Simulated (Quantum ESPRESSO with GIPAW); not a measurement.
# AlN: how strain moves the 15N line

GIPAW runs (PBEsol, plane-wave PAW from pslibrary 1.0.0 recipes, cutoffs 55 and 340 Ry, one 9×9×9 mesh for all shielding runs; Quantum ESPRESSO with GIPAW, a patched development version; no spin-orbit coupling, no macroscopic shape term) on AlN, space group F-43m before straining. The cell below is strained equally along all axes, and the atoms keep their fractional coordinates.

```
Al N
1.0
     0.00000    2.18399    2.18399
     2.18399    0.00000    2.18399
     2.18399    2.18399    0.00000
Al N
1 1
Direct
  0.00000 0.00000 0.00000
  0.75000 0.75000 0.75000
```

The cell is a computed entry of the Materials Project; it need not be the form that is stable at ambient conditions.

The bonds are those of N (atom 2; bound to Al4). One row is withheld.

```
strain (%)  mean bond (Å)  σ_iso Al (ppm)  σ_iso N (ppm)
      -1.5         1.8630          428.90         102.28
    -1.125         1.8701          429.45         101.16
     -0.75         1.8772          429.97         100.00
         0         1.8914          430.95          97.51
    +0.375         1.8985          431.40          96.19
     +0.75         1.9056               ?              ?
      +1.5         1.9198          432.66          91.89
```

**Task.** Fit σ_iso of N against strain, judge whether a straight line is enough, and predict the withheld row at +0.75 %.

1. With n = 6: Σx = -1.500, Σy = 589.03, Σx² = 6.4688, Σxy = -168.319.

2. Slope b = (nΣxy − ΣxΣy)/(nΣx² − (Σx)²) = -3.46 ppm per %, intercept a = (Σy − bΣx)/n = 97.31 ppm.

3. Residuals (run less line), in the order of the table: -0.21, -0.04, +0.10, +0.20, +0.18, -0.23 ppm. They bend in one sense; the largest is 2.2 % of the range of σ, so a quadratic term is needed: σ = 97.51 − 3.462 x − 0.190 x², with residuals of 0.01 ppm or less.

4. At +0.75 % (inside the fitted range) the line gives 94.72 ppm and the parabola 94.81 ppm.

5. The run gives:

```csv
strain (%),mean bond (Å),σ_iso Al (ppm),σ_iso N (ppm)
+0.75,1.9056,431.84,94.81
```

Prediction less run: the line misses by -0.09 ppm, the parabola hits it to the digits shown. By the parabola, a strain of +1 % changes σ of N by -3.65 ppm and one of −1 % by +3.27 ppm; the mean slope is -3.46 ppm per %, or 1.8 ppm for 0.01 Å of mean bond length. The shift moves the opposite way, scaled by the slope of a reference line. Over the table σ of Al goes from 428.90 to 432.66 ppm. Zero strain is the database's lattice, not this functional's rest cell, and neither cutoff nor mesh was tested for the slopes. The omitted shape term, common to all sites, changes with strain too. This build of gipaw.x prints that it is not audited and that its numbers are no references by themselves.

[Banner, clock, file and message-heading lines were taken out of the pw.x and gipaw.x logs.]

[Logs are printed without paths, hosts, clocks, repeated set-up lines and the standing remarks that a program may print on its own settings, such as how far it seeks lower states.]

[Hosts, paths, dates, database ids (printed as entryN), source tags and the programs' standing remarks are cut or masked in the printed files.]
